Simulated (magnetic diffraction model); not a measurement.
**Moment size from magnetic intensity in DyScPd6**

Space group P4/mmm (no. 123), a = 4.0590 Å, c = 7.8270 Å.

```csv
site,atom,x,y,z
1a,Dy,0,0,0
4i,Pd,0,1/2,0.7433
1d,Pd,1/2,1/2,1/2
1c,Pd,1/2,1/2,0
1b,Sc,0,0,1/2
```

The compound is invented for this exercise: a known structure type with other elements, its cell scaled to their sizes and not relaxed.

Only Dy is taken to order (form factors of Dy3+); orders and moment sizes are assumed, and not adapted to the symmetry. Radiation: neutrons of λ = 2.41 Å (absorption by Dy left out), 8° to 90°; isotropic B of 0.21 Å² (Dy), 0.29 Å² (Pd) and 0.28 Å² (Sc). The intensities are simulated: I ∝ L Σ (|F_N|² + |F_M⊥|²) for unpolarised neutrons, with F_M = 2.695 fm/μB × Σ f(s) S exp(2πi Q·r) exp(−B s²) at Q = H ± k (one set where k and −k are equivalent), only the part normal to Q counting and L = 1/(sin²θ cos θ). For collinear order S is the moment m, which repeats by lattice and centring translations R with the sign exp(−2πi k·R). Form factors are spin-only for 3d ions and dipole or tabulated for f ions, scattering lengths are Sears's of 1992, and absorption is left out. A label names one of the reflections at its angle. The strongest nuclear line in the range is 100, and lines under 0.2 are left out.

In a first state the assumed order is k = (1/2 0 0), collinear moments along [010], 8.6 μB on Dy, with this pattern:

```tsv
2θ (°)	index	nuclear	magnetic
17.07	(1/2 0 0)	0.0	33.8
17.71	(0 0 1)	0.8	0.0
24.70	(1/2 0 1)	0.0	31.8
34.54	(1 0 0)	10.1	0.0
35.87	(0 0 2)	4.8	0.0
38.77	(1/2 1 0)	0.0	2.5
39.07	(1 0 1)	1.1	0.0
39.98	(1/2 0 2)	0.0	11.5
42.92	(1/2 1 1)	0.0	6.8
49.65	(1 1 0)	5.3	0.0
50.65	(1 0 2)	10.2	0.0
52.89	(3/2 0 0)	0.0	3.1
53.12	(1 1 1)	1.0	0.0
53.84	(1/2 1 2)	0.0	6.9
55.02	(0 0 3)	0.4	0.0
56.22	(3/2 0 1)	0.0	5.5
```
(The table stops after 16 lines; 21 more lie at higher angle.)

**Question.** Nearer the ordering temperature the line at 17.07° has total intensity 8.5 on the same scale, and all moments have shrunk alike. How large is the Dy moment?

The nuclear part, 0.0, stays, so the magnetic part is 8.5 against 33.8. It goes as m², so m = 8.6 × √(8.5/33.8) = 4.31 μB; the value used was 4.3 μB.

[Logs are printed without paths, hosts, clocks, repeated set-up lines and the standing remarks that a program may print on its own settings, such as how far it seeks lower states.]
